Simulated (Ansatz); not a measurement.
Planning a run of Ansatz 0.2.0 on WSe2 (P6_3/mmc). The input:

```yaml
crystal:
  lattice:
    - [3.29, 0.0, 0.0]
    - [-1.645, 2.8492235785, 0.0]
    - [0.0, 0.0, 12.97]
  atoms:
    - { symbol: W, position: [0.3333333333, 0.6666666667, 0.25] }
    - { symbol: W, position: [0.6666666667, 0.3333333333, 0.75] }
    - { symbol: Se, position: [0.3333333333, 0.6666666667, 0.621] }
    - { symbol: Se, position: [0.6666666667, 0.3333333333, 0.121] }
    - { symbol: Se, position: [0.3333333333, 0.6666666667, 0.879] }
    - { symbol: Se, position: [0.6666666667, 0.3333333333, 0.379] }
kpoints:
  mp_grid: { grid: [6, 6, 2] }
hamiltonian:
  xc: pbe
  hubbard:
    projectors: ortho-atomic
    sites: [{ species: W, l: d, u_eff: 2.0 }]
  pseudopotentials: { kind: paw, azcp: { folder: soft_1 } }
scf:
  occupations: { method: fixed }
gw:
  n_empty_bands: 507
  ecut_chi: 150.0
  qp_bands: [v2, c2]
  qp_kpoints: band_edges
  screening: { model: contour_deformation }
```

The database entry behind the starting cell differs from later determinations by our own check (a about 0.2 % long), so it need not match the best structure at ambient conditions.

```sh
ansatz run input.yaml --threads 3 --pin off --max-ram 92160MiB --backend cuda --events-out ev --progress --plain --runs-dir out --devices 1 --max-vram 13GiB
```

Question: Estimate wall time and host memory on 1 × NVIDIA H100 80GB HBM3 (shared by 6 runs) with 3 threads of AMD EPYC 7R13 (Zen 3), shared host.

It took 50 s; on shared hardware allow 25 s to 99 s. Peak host memory was 2.1 GiB. The sizes that set the cost: 2419 plane waves a state, 14 irreducible k points, 553 bands summed, 523 plane waves in the screening and 9 SCF cycles.

The screening grows as filled bands × empty bands × pairs of k points, times the square of the screening basis for the matrix.

[Paths, hosts, dates, memory and timing lines, banners, echoed tables and standing remarks are left out of the program output.]

[Logs are printed without paths, hosts, clocks, repeated set-up lines and the standing remarks that a program may print on its own settings, such as how far it seeks lower states.]

[Runs of the session that timed out or met a known fault of the program may be left out.]

[Cells called generated may have been cut or substituted from an entry of the Crystallography Open Database or the Materials Project.]

[Hosts, paths, dates, database ids (printed as entryN), source tags and the programs' standing remarks are cut or masked in the printed files.]
